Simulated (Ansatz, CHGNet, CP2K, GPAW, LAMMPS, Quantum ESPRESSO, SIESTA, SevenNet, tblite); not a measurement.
# Running liquid Si0.5Ge0.5 at 2500 K (104 atoms) with CP2K, part 2 of 3

Aim: run liquid Si0.5Ge0.5 at 2500 K (104 atoms) in CP2K and see how near its forces come to a plane-wave reference, and at what cost.

Program: CP2K 2026.2; the method stands at each step. Banners, paths, timers and routine set-up lines are dropped from the logs unmarked, and long logs keep their key lines alone; longer cuts are marked.

So far. Step 2 (PBE, DZVP-MOLOPT-SR, 350/50 Ry, diagonalisation): Forces lie 4.1 % from the reference's, at 0.10 times its CPU time (on 2 against 4 cores). Step 3 (PBE, SZV-MOLOPT-SR, 350/50 Ry, diagonalisation): Against the first run (4.1 %), the force difference from the reference is 61 %, at 0.60 times the CPU time (on 1 against 2 cores), with 416 basis functions against 1352: the smaller basis costs accuracy.

## Step 4: PBE, DZVP-MOLOPT-SR, 350/20 Ry, diagonalisation

Method: Kohn-Sham DFT, PBE, GTH-PBE pseudopotentials, Gaussian and plane waves, DZVP-MOLOPT-SR-GTH, diagonalisation.

File input.inp:

```
&GLOBAL
  PROJECT cell
  RUN_TYPE ENERGY_FORCE
  PRINT_LEVEL LOW
&END GLOBAL
&FORCE_EVAL
  METHOD QS
  STRESS_TENSOR ANALYTICAL
  &DFT
    BASIS_SET_FILE_NAME BASIS_MOLOPT
    POTENTIAL_FILE_NAME GTH_POTENTIALS
    &MGRID
      CUTOFF 350
      REL_CUTOFF 20
    &END MGRID
    &QS
      EPS_DEFAULT 1.0E-12
    &END QS
    &SCF
      SCF_GUESS ATOMIC
      EPS_SCF 1.0E-06
      MAX_SCF 200
      ADDED_MOS 46
      &DIAGONALIZATION
        ALGORITHM STANDARD
      &END DIAGONALIZATION
      &SMEAR ON
        METHOD FERMI_DIRAC
        ELECTRONIC_TEMPERATURE [K] 580
      &END SMEAR
      &MIXING
        METHOD BROYDEN_MIXING
        ALPHA 0.15
        NBROYDEN 8
      &END MIXING
      &PRINT
        &RESTART OFF
        &END RESTART
      &END PRINT
    &END SCF
    &XC
      &XC_FUNCTIONAL PBE
      &END XC_FUNCTIONAL
    &END XC
    &PRINT
      &MULLIKEN ON
      &END MULLIKEN
      &LOWDIN ON
      &END LOWDIN
      &MO ON
        EIGENVALUES T
        OCCUPATION_NUMBERS T
        MO_INDEX_RANGE 197 220
        &EACH
          QS_SCF 0
        &END EACH
        ADD_LAST NUMERIC
      &END MO
    &END PRINT
  &END DFT
  &SUBSYS
    &CELL
      A 13.17580 0.00000 0.00000
      B 0.00000 13.17580 0.00000
      C 0.00000 0.00000 13.17580
    &END CELL
    &COORD
      Si 11.98444 7.52562 7.53050
      Si 7.13759 10.10702 7.40388
      Si 1.35987 5.70828 0.95432
      Si 6.95155 8.54609 3.48039
      Si 0.12148 6.64350 3.71215
      Si 1.26659 3.81861 6.59620
      Si 7.88453 11.94887 8.89235
      Si 9.95181 7.94053 2.47969
      Si 6.31648 10.00834 0.83732
      Si 9.60713 5.12776 12.33163
      Si 2.17572 3.37050 4.34472
      Si 0.75128 9.53928 0.64785
      Si 6.49422 3.58316 11.86191
      Si 11.07439 12.39816 0.82322
      Si 9.18696 7.33207 0.13769
      Si 4.05551 0.94800 4.19939
      Si 3.17221 9.29843 4.94962
      Si 8.35873 0.23980 11.10878
      Si 11.60972 6.12385 2.03882
      Si 2.66454 0.70754 11.80394
[... 80 atom lines left out ...]
      Ge 1.40177 6.06416 10.81312
      Ge 4.62760 10.58412 10.84342
      Ge 12.99345 7.45342 0.02635
      Ge 11.17163 7.75343 9.65325
    &END COORD
    &KIND Si
      BASIS_SET DZVP-MOLOPT-SR-GTH-q4
      POTENTIAL GTH-PBE-q4
    &END KIND
    &KIND Ge
      BASIS_SET DZVP-MOLOPT-SR-GTH-q4
      POTENTIAL GTH-PBE-q4
    &END KIND
  &END SUBSYS
  &PRINT
    &FORCES ON
    &END FORCES
    &STRESS_TENSOR ON
    &END STRESS_TENSOR
  &END PRINT
&END FORCE_EVAL
```

Launch:

```sh
$ OMP_NUM_THREADS=2 cp2k.psmp -i input.inp > output.txt
```

Numbers of over 12 decimals in the logs are rounded to 6 here.

The program printed:

```text
CP2K| version string:                                       CP2K version 2026.2
 CP2K| Input file name                                                 input.inp
 GLOBAL| Basis set file name                                        BASIS_MOLOPT
 GLOBAL| Potential file name                                      GTH_POTENTIALS
 GLOBAL| Run type                                                   ENERGY_FORCE
 GLOBAL| Total number of message passing processes                             1
 GLOBAL| Number of threads for this process                                    2
 TOTAL NUMBERS AND MAXIMUM NUMBERS
  Total number of            - Atomic kinds:                                   2
                             - Atoms:                                        104
[... lines left out ...]
                        Smear method:                                FERMI_DIRAC
[... lines left out ...]
 Number of electrons:                                                        416
[... lines left out ...]
  Step     Update method      Time    Convergence         Total energy    Change
[... lines left out ...]
  *** SCF run converged in    18 steps ***
[... lines left out ...]
  Fermi energy:                                                 0.169443
  Total energy:                                              -406.833795
  Total energy (extrapolated to T->0):                       -406.827590
[... lines left out ...]
 MO| E(Fermi):            0.169443 a.u.          4.610790 eV
[... lines left out ...]
       1     Si       1          4.352123                             -0.352123
       2     Si       1          4.140951                             -0.140951
       3     Si       1          4.114734                             -0.114734
[...]
# Total charge                            416.000000                  0.000000
 !-----------------------------------------------------------------------------!
 LOWDIN POPULATION ANALYSIS
 #  Atom  Element  Kind  Atomic population                           Net charge
[...]
103     Ge       2          3.761903                              0.238097
     104     Ge       2          3.866394                              0.133606
 # Total charge                            416.000000                  0.000000
 ENERGY| Total FORCE_EVAL ( QS ) energy [hartree]           -406.833797
 FORCES| Atomic forces [hartree/bohr]
 FORCES|   Atom     x               y               z               |f|
 FORCES|      1  7.28859868E-03 -3.70100860E-02 -2.28001289E-02   4.40762523E-02
 FORCES|      2 -2.74070610E-02  1.91698549E-02  1.53574420E-02   3.68032791E-02
 FORCES|      3  4.59171583E-03 -1.99201699E-02 -5.36413059E-03   2.11345907E-02
[...]
FORCES|    103 -1.93789697E-02 -4.41310825E-02  9.00282700E-03   4.90321099E-02
 FORCES|    104  8.67204717E-03 -1.24416945E-02  3.64852506E-02   3.95116903E-02
 FORCES| Sum    -2.10432810E-03 -2.01748288E-03 -7.48256420E-04
 FORCES| Total atomic force                                       3.00970457E-03
 STRESS| Analytical stress tensor [bar]
 STRESS|                        x                   y                   z
 STRESS|      x        1.72377951380E+04  -3.60299858088E+02  -1.34622039641E+03
 STRESS|      y       -3.60299858088E+02   1.86664677238E+04  -1.11827275660E+04
 STRESS|      z       -1.34622039641E+03  -1.11827275660E+04   1.79423495466E+04
 STRESS| 1/3 Trace                                             1.79488708028E+04
```

Wall time 89 s (2 threads of Arm Neoverse V2, shared host); peak memory 2.5 GiB; 2.5 min of CPU time.

Numbers from this run, and their distance from the reference:

| Item | Value |
| --- | --- |
| r.m.s. force component | 0.9947 eV/Å |
| r.m.s. difference of force components | 41.14 meV/Å |
| longest difference of force vectors | 131.8 meV/Å |
| force difference over r.m.s. force | 4.182 % |
| slope of forces against the reference's | 1.01 |
| correlation of force components | 0.9992 |
| pressure | 1.795 GPa |
| pressure difference | 0.6629 GPa |
| energy less the same-level run's | -0.814 meV/atom |
| r.m.s. force difference from the same-level run | 8.036 meV/Å |

This is a coarse setting, run to see what it loses.

Against the first run (4.1 %), the force difference from the reference is 4.2 %, at 0.68 times the CPU time: the change moves forces by 8.0 meV/Å r.m.s., so most of the difference comes from elsewhere.

## Step 5: PBE+rVV10L, DZVP-MOLOPT-SR, 350/50 Ry, diagonalisation

Method: Kohn-Sham DFT, PBE+rVV10 (b = 10, rVV10L), GTH-PBE pseudopotentials, Gaussian and plane waves, DZVP-MOLOPT-SR-GTH, diagonalisation.

Edit input.inp of step 4 so:

```diff
@@ -13,3 +13,3 @@
       CUTOFF 350
-      REL_CUTOFF 20
+      REL_CUTOFF 50
     &END MGRID
@@ -43,2 +43,10 @@
       &END XC_FUNCTIONAL
+      &VDW_POTENTIAL
+        POTENTIAL_TYPE NON_LOCAL
+        &NON_LOCAL
+          TYPE RVV10
+          KERNEL_FILE_NAME rVV10_kernel_table.dat
+          PARAMETERS 10.0 0.0093
+        &END NON_LOCAL
+      &END VDW_POTENTIAL
     &END XC
@@ -66,5 +74,6 @@
     &END CELL
-    &COORD
-[... 104 atom lines left out: the same atoms as in the first run ...]
-    &END COORD
+    &TOPOLOGY
+      COORD_FILE_NAME structure.xyz
+      COORD_FILE_FORMAT XYZ
+    &END TOPOLOGY
     &KIND Si
```

File structure.xyz:

```xyz
104

[... 104 atom lines left out: the same atoms as in the first run ...]
```

The program printed:

```text
CP2K| version string:                                       CP2K version 2026.2
 CP2K| Input file name                                                 input.inp
 GLOBAL| Basis set file name                                        BASIS_MOLOPT
 GLOBAL| Potential file name                                      GTH_POTENTIALS
 GLOBAL| Run type                                                   ENERGY_FORCE
 GLOBAL| Total number of message passing processes                             1
 GLOBAL| Number of threads for this process                                    2
 TOTAL NUMBERS AND MAXIMUM NUMBERS
  Total number of            - Atomic kinds:                                   2
                             - Atoms:                                        104
[... lines left out ...]
                        Smear method:                                FERMI_DIRAC
[... lines left out ...]
 Number of electrons:                                                        416
[... lines left out ...]
  Step     Update method      Time    Convergence         Total energy    Change
[... lines left out ...]
  *** SCF run converged in    18 steps ***
[... lines left out ...]
  Fermi energy:                                                 0.169232
  Total energy:                                              -406.643084
  Total energy (extrapolated to T->0):                       -406.636883
[... lines left out ...]
 MO| E(Fermi):            0.169232 a.u.          4.605040 eV
[... lines left out ...]
       1     Si       1          4.349671                             -0.349671
       2     Si       1          4.139804                             -0.139804
       3     Si       1          4.114801                             -0.114801
[...]
# Total charge                            416.000000                  0.000000
 !-----------------------------------------------------------------------------!
 LOWDIN POPULATION ANALYSIS
 #  Atom  Element  Kind  Atomic population                           Net charge
[...]
103     Ge       2          3.761023                              0.238977
     104     Ge       2          3.866005                              0.133995
 # Total charge                            416.000000                  0.000000
 ENERGY| Total FORCE_EVAL ( QS ) energy [hartree]           -406.643094
 FORCES| Atomic forces [hartree/bohr]
 FORCES|   Atom     x               y               z               |f|
 FORCES|      1  7.12748016E-03 -3.80592334E-02 -2.31840871E-02   4.51310105E-02
 FORCES|      2 -2.76977764E-02  1.92443198E-02  1.52593843E-02   3.70183667E-02
 FORCES|      3  5.10714790E-03 -1.97311632E-02 -5.42098706E-03   2.10900181E-02
[...]
FORCES|    103 -1.96284145E-02 -4.40319015E-02  9.01372176E-03   4.90441657E-02
 FORCES|    104  8.65995581E-03 -1.26156822E-02  3.73401753E-02   4.03539213E-02
 FORCES| Sum     3.25856409E-06 -1.06385514E-06 -2.95114638E-06
 FORCES| Total atomic force                                       4.52319496E-06
 STRESS| Analytical stress tensor [bar]
 STRESS|                        x                   y                   z
 STRESS|      x        1.38045718294E+04  -5.15373198469E+02  -1.43454415318E+03
 STRESS|      y       -5.15373198469E+02   1.50820759406E+04  -1.12182765638E+04
 STRESS|      z       -1.43454415318E+03  -1.12182765638E+04   1.44628384205E+04
 STRESS| 1/3 Trace                                             1.44498287302E+04
```

Elapsed: 4.4 min, on 2 threads; peak memory 4.8 GiB; 7.5 min of CPU time.

Numbers from this run, and their distance from the reference:

```yaml
r_m_s_force_component: 1.002 eV/Å
r_m_s_difference_of_force_components: 49.41 meV/Å
longest_difference_of_force_vectors: 151.8 meV/Å
force_difference_over_r_m_s_force: 5.022 %
slope_of_forces_against_the_reference_s: 1.017
correlation_of_force_components: 0.9989
pressure: 1.445 GPa
pressure_difference: 0.313 GPa
```

Against the first run (4.1 %), the force difference from the reference is 5.0 %, at 2.1 times the CPU time; the model has changed, so this is no error of the program alone.

## Step 6: PBE, DZVP-MOLOPT-SR, 489/50 Ry, diagonalisation

Method: Kohn-Sham DFT, PBE, GTH-PBE pseudopotentials, Gaussian and plane waves, DZVP-MOLOPT-SR-GTH, diagonalisation.

Edit input.inp of step 5 so:

```diff
@@ -12,3 +12,3 @@
     &MGRID
-      CUTOFF 350
+      CUTOFF 489
       REL_CUTOFF 50
@@ -43,10 +43,2 @@
       &END XC_FUNCTIONAL
-      &VDW_POTENTIAL
-        POTENTIAL_TYPE NON_LOCAL
-        &NON_LOCAL
-          TYPE RVV10
-          KERNEL_FILE_NAME rVV10_kernel_table.dat
-          PARAMETERS 10.0 0.0093
-        &END NON_LOCAL
-      &END VDW_POTENTIAL
     &END XC
@@ -74,6 +66,5 @@
     &END CELL
-    &TOPOLOGY
-      COORD_FILE_NAME structure.xyz
-      COORD_FILE_FORMAT XYZ
-    &END TOPOLOGY
+    &COORD
+[... 104 atom lines left out: the same atoms as in the first run ...]
+    &END COORD
     &KIND Si
```

Launch:

```sh
$ OMP_NUM_THREADS=1 mpirun -np 4 cp2k.psmp -i input.inp > output.txt
```

The program printed:

```text
CP2K| version string:                                       CP2K version 2026.2
 CP2K| Input file name                                                 input.inp
 GLOBAL| Basis set file name                                        BASIS_MOLOPT
 GLOBAL| Potential file name                                      GTH_POTENTIALS
 GLOBAL| Run type                                                   ENERGY_FORCE
 GLOBAL| Total number of message passing processes                             4
 GLOBAL| Number of threads for this process                                    1
 TOTAL NUMBERS AND MAXIMUM NUMBERS
  Total number of            - Atomic kinds:                                   2
                             - Atoms:                                        104
[... lines left out ...]
                        Smear method:                                FERMI_DIRAC
[... lines left out ...]
 Number of electrons:                                                        416
[... lines left out ...]
  Step     Update method      Time    Convergence         Total energy    Change
[... lines left out ...]
  *** SCF run converged in    18 steps ***
[... lines left out ...]
  Fermi energy:                                                 0.169451
  Total energy:                                              -406.830685
  Total energy (extrapolated to T->0):                       -406.824480
[... lines left out ...]
 MO| E(Fermi):            0.169451 a.u.          4.611004 eV
[... lines left out ...]
       1     Si       1          4.351547                             -0.351547
       2     Si       1          4.140347                             -0.140347
       3     Si       1          4.114650                             -0.114650
[...]
# Total charge                            416.000000                  0.000000
 !-----------------------------------------------------------------------------!
 LOWDIN POPULATION ANALYSIS
 #  Atom  Element  Kind  Atomic population                           Net charge
[...]
103     Ge       2          3.761805                              0.238195
     104     Ge       2          3.866493                              0.133507
 # Total charge                            416.000000                  0.000000
 ENERGY| Total FORCE_EVAL ( QS ) energy [hartree]           -406.830688
 FORCES| Atomic forces [hartree/bohr]
 FORCES|   Atom     x               y               z               |f|
 FORCES|      1  7.12681364E-03 -3.72698398E-02 -2.30928540E-02   4.44197291E-02
 FORCES|      2 -2.75851422E-02  1.91800962E-02  1.54978302E-02   3.69999852E-02
 FORCES|      3  4.53198224E-03 -1.99412869E-02 -5.62007366E-03   2.12079941E-02
[...]
FORCES|    103 -1.92782294E-02 -4.41665490E-02  8.93394779E-03   4.90117293E-02
 FORCES|    104  8.55899218E-03 -1.22636632E-02  3.66566291E-02   3.95899260E-02
 FORCES| Sum    -8.51782175E-08 -2.80417134E-08 -1.15457042E-07
 FORCES| Total atomic force                                       1.46191638E-07
 STRESS| Analytical stress tensor [bar]
 STRESS|                        x                   y                   z
 STRESS|      x        1.69939730495E+04  -3.70803756436E+02  -1.34828898609E+03
 STRESS|      y       -3.70803756436E+02   1.83699579465E+04  -1.11867567339E+04
 STRESS|      z       -1.34828898609E+03  -1.11867567339E+04   1.76522066774E+04
 STRESS| 1/3 Trace                                             1.76720458911E+04
```

Run time: 79 s. Hardware: 4 MPI ranks; peak memory 5.9 GiB.

Against the reference:

```yaml
r_m_s_force_component: 0.9952 eV/Å
r_m_s_difference_of_force_components: 40.74 meV/Å
longest_difference_of_force_vectors: 113.9 meV/Å
force_difference_over_r_m_s_force: 4.141 %
slope_of_forces_against_the_reference_s: 1.011
correlation_of_force_components: 0.9992
pressure: 1.767 GPa
pressure_difference: 0.6352 GPa
energy_less_the_same_level_run_s: -0.0004 meV/atom
r_m_s_force_difference_from_the_same_level_run: 0.032 meV/Å
```

Against the first run (4.1 %), the force difference from the reference is 4.1 %, at 1.4 times the CPU time (on 4 against 2 cores): the change moves forces by 0.032 meV/Å r.m.s., so most of the difference comes from elsewhere.

## Step 7: RPBE, PBE potentials, DZVP-MOLOPT-SR, 350/50 Ry, diagonalisation

Method: Kohn-Sham DFT, RPBE, GTH-PBE pseudopotentials, Gaussian and plane waves, DZVP-MOLOPT-SR-GTH, diagonalisation.

Edit input.inp of step 6 so:

```diff
@@ -12,3 +12,3 @@
     &MGRID
-      CUTOFF 489
+      CUTOFF 350
       REL_CUTOFF 50
@@ -41,3 +41,7 @@
     &XC
-      &XC_FUNCTIONAL PBE
+      &XC_FUNCTIONAL
+        &GGA_X_RPBE
+        &END GGA_X_RPBE
+        &GGA_C_PBE
+        &END GGA_C_PBE
       &END XC_FUNCTIONAL
```

Launch:

```sh
$ OMP_NUM_THREADS=2 cp2k.psmp -i input.inp > output.txt
```

The program printed:

```text
CP2K| version string:                                       CP2K version 2026.2
 CP2K| Input file name                                                 input.inp
 GLOBAL| Basis set file name                                        BASIS_MOLOPT
 GLOBAL| Potential file name                                      GTH_POTENTIALS
 GLOBAL| Run type                                                   ENERGY_FORCE
 GLOBAL| Total number of message passing processes                             1
 GLOBAL| Number of threads for this process                                    2
[... lines left out ...]
                        Smear method:                                FERMI_DIRAC
[... lines left out ...]
 Number of electrons:                                                        416
[... lines left out ...]
  Step     Update method      Time    Convergence         Total energy    Change
[... lines left out ...]
  *** SCF run converged in    19 steps ***
[... lines left out ...]
  Fermi energy:                                                 0.169997
  Total energy:                                              -407.119595
  Total energy (extrapolated to T->0):                       -407.113377
[... lines left out ...]
 MO| E(Fermi):            0.169997 a.u.          4.625856 eV
[... lines left out ...]
     103     Ge       2          3.762803                              0.237197
     104     Ge       2          3.866845                              0.133155
 # Total charge                            416.000000                  0.000000
 ENERGY| Total FORCE_EVAL ( QS ) energy [hartree]           -407.119581
 FORCES| Atomic forces [hartree/bohr]
 FORCES|   Atom     x               y               z               |f|
 FORCES|      1  7.05117699E-03 -3.65024500E-02 -2.28930599E-02   4.36605101E-02
 FORCES|      2 -2.75007191E-02  1.90324390E-02  1.57520836E-02   3.69682488E-02
 FORCES|      3  4.12042822E-03 -2.01481558E-02 -5.70316631E-03   2.13413265E-02
[...]
FORCES|    103 -1.89862034E-02 -4.44377416E-02  8.81489136E-03   4.91211880E-02
 FORCES|    104  8.47510292E-03 -1.19515163E-02  3.59600440E-02   3.88302829E-02
 FORCES| Sum     1.93656217E-05  1.99235160E-06  1.41491625E-05
 FORCES| Total atomic force                                       2.40664823E-05
 STRESS| Analytical stress tensor [bar]
 STRESS|                        x                   y                   z
 STRESS|      x        2.10772948531E+04  -2.39170202858E+02  -1.21077175181E+03
 STRESS|      y       -2.39170202858E+02   2.24056004244E+04  -1.12018626092E+04
 STRESS|      z       -1.21077175181E+03  -1.12018626092E+04   2.16242771184E+04
 STRESS| 1/3 Trace                                             2.17023907986E+04
```

Run time: 2.2 min. Hardware: 2 threads; peak memory 2.5 GiB; 3.8 min of CPU time.

Compared with the plane-wave run:

```
r.m.s. force component                  : 0.9888 eV/Å
r.m.s. difference of force components   : 40.82 meV/Å
longest difference of force vectors     : 128.8 meV/Å
force difference over r.m.s. force      : 4.149 %
slope of forces against the reference's : 1.004
correlation of force components         : 0.9992
pressure                                : 2.17 GPa
pressure difference                     : 1.038 GPa
```

Against the first run (4.1 %), the force difference from the reference is 4.1 %, at 1.0 times the CPU time; the model has changed, so this is no error of the program alone.

[end of part 2 of 3]

[Also dropped from logs without a mark: logging warnings of Python, and SIESTA's first energy breakdown and zero terms.]

[Logs are printed without paths, hosts, clocks, repeated set-up lines and the standing remarks that a program may print on its own settings, such as how far it seeks lower states.]

[Hosts, paths, dates, database ids (printed as entryN), source tags and the programs' standing remarks are cut or masked in the printed files.]
